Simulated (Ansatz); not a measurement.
**ZrH3 (Pm-3m): relaxing the cell for a phonon run**

Wanted: the relaxed cell of ZrH3 (Pm-3m).

Program: Ansatz 0.2.0. Level of theory: DFT PBEsol+D3(BJ), scalar-relativistic, plane waves, PAW. Results are calculated unless marked as measured.

## (1) Set-up

The structure is cubic, space group Pm-3m (No. 221). Conventional cell: a = 3.126 Å, b = 3.126 Å, c = 3.126 Å, α = 90.00°, β = 90.00°, γ = 90.00°. Zr has 12 H at 2.21 Å nearest. Nearest to H lie 4 Zr at 2.21 Å and 8 H at 2.21 Å. Farther neighbours are not listed.

As a file:

```cif
data_structure
_symmetry_space_group_name_H-M 'P 1'
_symmetry_Int_Tables_number 1
_cell_length_a 3.1260
_cell_length_b 3.1260
_cell_length_c 3.1260
_cell_angle_alpha 90.000
_cell_angle_beta 90.000
_cell_angle_gamma 90.000
_cell_volume 30.55
loop_
_atom_site_label
_atom_site_type_symbol
_atom_site_fract_x
_atom_site_fract_y
_atom_site_fract_z
_atom_site_occupancy
Zr1 Zr 0.00000 0.00000 0.00000 1
H2 H 0.00000 0.50000 0.50000 1
H3 H 0.50000 0.00000 0.50000 1
H4 H 0.50000 0.50000 0.00000 1
```

## (2) Probe on a coarse mesh

A quick single point on a coarse mesh tells whether the cell has a gap and how far it is from rest, which sets the k mesh and smearing that follow.

input.yaml

```yaml
crystal:
  lattice:
    - [3.126038, 0.0, 0.0]
    - [0.0, 3.126038, 0.0]
    - [0.0, 0.0, 3.126038]
  atoms:
    - { symbol: Zr, position: [0.0, 0.0, 0.0] }
    - { symbol: H, position: [0.0, 0.5, 0.5] }
    - { symbol: H, position: [0.5, 0.0, 0.5] }
    - { symbol: H, position: [0.5, 0.5, 0.0] }
kpoints:
  mp_grid: { grid: [6, 6, 6] }
hamiltonian:
  xc: pbesol
  dispersion: d3bj
scf:
  occupations: { method: gaussian, width: 0.1 }
output:
  forces: true
  stress: true
  eigenvalues: true
```

Command:

```bash
$ ansatz run input.yaml --threads 4 --pin off --max-ram 7168MiB --backend cpu --events-out ev --progress --plain --runs-dir out
```

Numbers of over 12 decimals in the logs are rounded to 6 here.

Output:

```text
Engine: ansatz 0.2.0, aarch64-unknown-linux-gnu
Pseudopotentials: kind: paw
Pseudopotential: Zr, paw, valence charge 12, recommended cutoff 420 eV (normal), Zr.paw.azcp
Pseudopotential: H, paw, valence charge 1, recommended cutoff 420 eV (normal), H.paw.azcp
Functional definition: PBEsol
  exchange = pbesol_x
  correlation = pbesol_c
Crystal: 4 atoms, lattice volume = 30.548 Å³
[...]
--- Band table (eV; the first three rows and the last of 20) ---
  k-point 0: bands = [... 4 lower, 1.5772, 7.6126, 7.6126, 15.4871, 15.4871, 15.4871, 17.6818, 17.6818]
  k-point 1: bands = [... 4 lower, 2.1022, 7.6411, 7.9838, 14.4754, 14.4754, 15.5524, 16.2379, 16.6398]
  k-point 2: bands = [... 4 lower, 3.4659, 6.9675, 9.0606, 13.1674, 13.1674, 13.6463, 15.6873, 16.5952]
  k-point 19: bands = [... 4 lower, 5.9022, 5.9022, 5.9022, 15.2392, 17.3349, 17.3349, 17.7731, 17.7731]
[key lines of the parts left out:]
SCF converged after 6 iterations
Free energy (F): -4177.692582 eV
Fermi energy:    11.719042 eV
P = ⅓ Tr σ = -7.9616 GPa (-79.616 kbar)
```

It took 0.32 s on 4 threads of Arm Neoverse V2, shared host; peak memory 0.27 GiB; 0.73 s of CPU time.

Numbers from this step:

* pressure: -7.962 GPa
* volume per atom: 7.637 Å³
* gap on the k-mesh: 0 eV

The coarse mesh shows no gap and a pressure of -8.0 GPa.

## (3) Bringing the structure to rest

The cell and atoms are relaxed, since residual forces and stress would shift the frequencies.

input.yaml: that of step 2 with these lines changed.

```diff
@@ -11,3 +11,3 @@
 kpoints:
-  mp_grid: { grid: [6, 6, 6] }
+  mp_grid: { grid: [12, 12, 12] }
 hamiltonian:
@@ -21 +21,6 @@
   eigenvalues: true
+relax:
+  adjacent_minimum: "off"
+  f_tol: 0.005
+  max_steps: 80
+  cell: { stress_tol: 0.05 }
```

Output:

```text
[...]
Crystal: 4 atoms, lattice volume = 30.548 Å³
Basis set: ecut = 420 eV, 619 PW (Γ), exchange–correlation on 48×48×48 points (8 copies of the dense FFT grid, shifted against one another)
Bands: 12, of which v1, the nominal top of the filled ones, is band 8 counted from 1 (7 counted from 0)
Symmetry: 48 space group operations
[...]
k-points: 84 of 1728
[...]
SCF iter   1: F=—  HF=-4177.746792 eV  |F-HF|=—  |Δ(HF+E_count)|=         —  Δρ=1.07e-2  dr2=2.34e-2  ethr=1.77e-3  ⟨swp⟩=5.0  Hψ=5104  notcnv=0
[...]
SCF iter   6: F=-4177.739800 eV  HF=-4177.739800 eV  |F-HF|=1.30e-10  |Δ(HF+E_count)|=   3.75e-8  Δρ=3.84e-6  dr2=1.43e-9  ethr=6.67e-10  ⟨swp⟩=5.6  Hψ=3672  notcnv=0
SCF 1 converged in 6 iterations: F = -4177.739800 eV  dr2 = 1.43e-9
[...]
relax step   1: F+E_penalty+E_count = -4177.73980050 eV  Δ(F+E_penalty+E_count) = +0.000e0 eV  max|allowed force component| = 9.892e-31 eV/Å  Δτ_max = 0.0000 Å  P = -8.581 GPa  Ω = 30.548 Å³  (6 SCF iters, dr2 threshold 1.00e-7 eV, accepted)
Crystal: 4 atoms, lattice volume = 26.295 Å³
Basis set: ecut = 420 eV, 485 PW (Γ), exchange–correlation on 48×48×48 points (8 copies of the dense FFT grid, shifted against one another)
[...]
iter 1 solved again at ethr=2.37e-4 eV; its pass at ethr=3.10e-3 eV (dr2=3.55e-2 eV) is discarded
[...]
SCF iter   6: F=-4177.705907 eV  HF=-4177.705907 eV  |F-HF|=8.81e-10  |Δ(HF+E_count)|=   6.99e-9  Δρ=2.97e-6  dr2=4.97e-10  ethr=2.57e-10  ⟨swp⟩=1.6  Hψ=3092  notcnv=0
SCF 2 converged in 6 iterations: F = -4177.705907 eV  dr2 = 4.97e-10
relax step   2: F+E_penalty+E_count = -4177.70590700 eV  Δ(F+E_penalty+E_count) = +3.389e-2 eV  max|allowed force component| = 2.101e-31 eV/Å  Δτ_max = 0.0000 Å  P = +14.064 GPa  Ω = 26.295 Å³  energy of the carried Pulay correction = +4.955e-3 eV  (6 SCF iters, dr2 threshold 4.00e-7 eV, rejected (line search))
Crystal: 4 atoms, lattice volume = 28.784 Å³
Basis set: ecut = 420 eV, 587 PW (Γ), exchange–correlation on 48×48×48 points (8 copies of the dense FFT grid, shifted against one another)
[...]
SCF iter   7: F=-4177.796513 eV  HF=-4177.796513 eV  |F-HF|=2.73e-12  |Δ(HF+E_count)|=  2.82e-11  Δρ=1.41e-7  dr2=3.84e-12  ethr=1.00e-12  ⟨swp⟩=4.4  Hψ=3277  notcnv=0
SCF 3 converged in 7 iterations: F = -4177.796513 eV  dr2 = 3.84e-12
relax step   3: F+E_penalty+E_count = -4177.79651265 eV  Δ(F+E_penalty+E_count) = -5.671e-2 eV  max|allowed force component| = 2.306e-31 eV/Å  Δτ_max = 0.0000 Å  P = -1.009 GPa  Ω = 28.784 Å³  energy of the carried Pulay correction = +1.968e-3 eV  (7 SCF iters, accepted)
[...]
relax step   4: F+E_penalty+E_count = -4177.79737602 eV  Δ(F+E_penalty+E_count) = -8.634e-4 eV  max|allowed force component| = 1.993e-30 eV/Å  Δτ_max = 0.0000 Å  P = -0.032 GPa  Ω = 28.589 Å³  energy of the carried Pulay correction = +2.194e-3 eV  (4 SCF iters, dr2 threshold 4.00e-7 eV, accepted)
[...]
relax step   5: F+E_penalty+E_count = -4177.79544834 eV  Δ(F+E_penalty+E_count) = +1.928e-3 eV  max|allowed force component| = 2.180e-30 eV/Å  Δτ_max = 0.0000 Å  P = -0.079 GPa  Ω = 28.589 Å³  stress off target by 7.93e-2 GPa  SCF on the basis re-selected at this cell (its energy is not comparable with the rows above)  (5 SCF iters)
[...]
relax step   6: F+E_penalty+E_count = -4177.79547030 eV  Δ(F+E_penalty+E_count) = -2.196e-5 eV  max|allowed force component| = 4.910e-31 eV/Å  Δτ_max = 0.0000 Å  P = -0.002 GPa  Ω = 28.573 Å³  energy of the carried Pulay correction = +1.810e-5 eV  (3 SCF iters, dr2 threshold 1.57e-8 eV, accepted)
[...]
SCF iter   4: F=-4177.795470 eV  HF=-4177.795470 eV  |F-HF|=0.00e0  |Δ(HF+E_count)|=  1.09e-11  Δρ=5.78e-8  dr2=6.58e-13  ethr=1.00e-12  ⟨swp⟩=4.4  Hψ=3442  notcnv=0
SCF 7 converged in 4 iterations: F = -4177.795470 eV  dr2 = 6.58e-13
relax step   7: F+E_penalty+E_count = -4177.79547031 eV  Δ(F+E_penalty+E_count) = -1.223e-9 eV  max|allowed force component| = 1.839e-31 eV/Å  Δτ_max = 0.0000 Å  P = -0.002 GPa  Ω = 28.573 Å³  stress off target by 2.02e-3 GPa  SCF on the basis re-selected at this cell (its energy is not comparable with the rows above)  (4 SCF iters)
basis re-selected at this cell: Δ(F+E_penalty+E_count) = -1.223e-9 eV, ΔP = -0.000 GPa vs the last step (what re-selecting the basis moved, of the pressure what is left beyond the Pulay correction that the steps carried, after the strain that the cell walked since its last selection, with what the two solves' SCF thresholds leave and, on support functions, any second-order correction that the steps lacked; it is no m [...]
SCF converged after 4 iterations
Free energy (F): -4177.795470 eV
[...]
Internal energy: -4177.789571 eV  (E = F + TS)
E sigma→0 (E₀):  -4177.792521 eV
Entropy (-TS):   -0.005899 eV (-1.475 meV/atom)
Fermi energy:    12.691573 eV
[...]
--- Stress (GPa, compression-positive) ---
       -0.002015      -0.000000      -0.000000
       -0.000000      -0.002015      -0.000000
       -0.000000      -0.000000      -0.002015
  P = ⅓ Tr σ = -0.0020 GPa (-0.020 kbar)
--- Band table (eV; the first three rows and the last of 84) ---
  k-point 0: bands = [... 4 lower, 2.1922, 8.3377, 8.3377, 16.7808, 16.7808, 16.7808, 19.1008, 19.1008]
  k-point 1: bands = [... 4 lower, 2.3390, 8.3770, 8.4360, 16.4203, 16.4203, 16.8001, 18.6412, 18.6590]
  k-point 2: bands = [... 4 lower, 2.7578, 8.4213, 8.7282, 15.6517, 15.6517, 16.8536, 17.5174, 17.9401]
  k-point 83: bands = [... 4 lower, 6.5437, 6.5437, 6.5437, 16.1013, 18.8183, 18.8183, 19.3178, 19.3178]
--- Relaxed structure (5 steps of the walk, 4 accepted, 2 SCFs on fresh bases) ---
  F+E_penalty+E_count = -4177.79547031 eV   max|allowed force component| = 1.839e-31 eV/Å   (the final SCF, on the basis selected at the relaxed cell)
  cell:  # Å, volume = 28.5733 Å³
    - [3.057172, 0, 0]
    - [0, 3.057172, 0.0]
    - [0, 0.0, 3.057172]
  atoms:
    - { symbol: Zr, position: [0, 0, 0] }
    - { symbol: H, position: [0, 0.5, 0.5] }
    - { symbol: H, position: [0.5, 0, 0.5] }
    - { symbol: H, position: [0.5, 0.5, 0] }
```

The job ended after 3.5 s (4 threads; peak memory 0.34 GiB; 12 s of CPU time).

Step by step:

```
step  energy less that of the first step (eV)  largest force component (eV/Å)  pressure (GPa)  volume (Å³)
   1                                   0.0000                          0.0000           -8.58        30.55
   2                                   0.0339                          0.0000           14.06        26.29
   3                                  -0.0567                          0.0000           -1.01        28.78
   4                                  -0.0576                          0.0000           -0.03        28.59
  5*                                  -0.0556                          0.0000           -0.08        28.59
   6                                  -0.0557                          0.0000            0.00        28.57
  7*                                  -0.0557                          0.0000            0.00        28.57
```

Relaxation steps marked * repeat the geometry before them on a plane-wave basis chosen anew for their cell, so energy and pressure can jump there. Relaxation step 2 was tried and not accepted.

Forces are held to the 48 operations that the run works with; a distortion that breaks them can't arise in this run.

```
conventional cell, symmetrised  before  after  change
                         a (Å)   3.126  3.057  -2.2 %
                         b (Å)   3.126  3.057  -2.2 %
                         c (Å)   3.126  3.057  -2.2 %
              volume (Å³/atom)    7.64   7.14  -6.5 %
```

Numbers from this step:

| Property | Result |
| --- | --- |
| pressure | -0.002015 GPa |
| volume per atom | 7.143 Å³ |

In this step the volume went from 7.64 to 7.14 Å³/atom.

## (4) Tight relaxation

Phonons need a cell at rest on their own settings, so the relaxation is repeated with tight tolerances on forces and stress on the k mesh and occupations of the first response run.

input.yaml, the sections that differ from step 3:

```yaml
crystal:
  lattice:
    - [3.057172147, 0.0, 0.0]
    - [0.0, 3.057172147, 0.0]
    - [0.0, 0.0, 3.057172147]
  atoms:
    - { symbol: Zr, position: [0.0, 0.0, 0.0] }
    - { symbol: H, position: [0.0, 0.5, 0.5] }
    - { symbol: H, position: [0.5, 0.0, 0.5] }
    - { symbol: H, position: [0.5, 0.5, 0.0] }
scf:
  occupations: { method: methfessel_paxton, width: 0.15 }
relax:
  adjacent_minimum: "off"
  f_tol: 0.001
  max_steps: 60
  cell: { stress_tol: 0.01 }
# kpoints, hamiltonian, output: as in step 3
```

Output:

```text
[...]
Crystal: 4 atoms, lattice volume = 28.573 Å³
Basis set: ecut = 420 eV, 587 PW (Γ), exchange–correlation on 48×48×48 points (8 copies of the dense FFT grid, shifted against one another)
Bands: 12, of which v1, the nominal top of the filled ones, is band 8 counted from 1 (7 counted from 0)
[... 1 set-up line as in the run before ...]
[...]
k-points: 84 of 1728
[...]
--- Relaxed structure (1 steps of the walk, 1 accepted, 1 SCFs on fresh bases) ---
[...]
cell:  # Å, volume = 28.5733 Å³
    - [3.057172147, 0.0, 0.0]
    - [0.0, 3.057172147, 0.0]
    - [0.0, 0.0, 3.057172147]
  atoms:
    - { symbol: Zr, position: [0.0, 0.0, 0.0] }
    - { symbol: H, position: [0.0, 0.5, 0.5] }
    - { symbol: H, position: [0.5, 0.0, 0.5] }
    - { symbol: H, position: [0.5, 0.5, 0.0] }
[key lines of the parts left out:]
SCF converged after 5 iterations
Free energy (F): -4177.792572 eV
Fermi energy:    12.686933 eV
P = ⅓ Tr σ = 0.0033 GPa (0.033 kbar)
```

Run time: 1.1 s. Hardware: 4 threads; peak memory 0.33 GiB.

Little changed from the start: no atom moved by 0.005 Å and no cell edge by 0.1 %.

This step gave:

| Item | Value |
| --- | --- |
| pressure | 0.003278 GPa |

The forces vanish by symmetry and the pressure is 0.003 GPa, within the tolerances set. The cell now holds 7.14 Å³/atom.

## (5) Summary of results

| Quantity | Value |
| --- | --- |
| space group after relaxation | Pm-3m |
| lattice constant a | 3.057 Å |
| lattice constant b | 3.057 Å |
| lattice constant c | 3.057 Å |
| volume per atom | 7.14 Å³ |

The forces vanish by symmetry and the pressure is 0.003 GPa, within the tolerances set. The cell now holds 7.14 Å³/atom. The relaxation keeps the symmetry of its start, so it says nothing on stability against lower symmetry. The runs are without spin polarisation, although the cell has an odd electron count.

[Logs are printed without paths, hosts, clocks, repeated set-up lines and the standing remarks that a program may print on its own settings, such as how far it seeks lower states.]

[Hosts, paths, dates, database ids (printed as entryN), source tags and the programs' standing remarks are cut or masked in the printed files.]
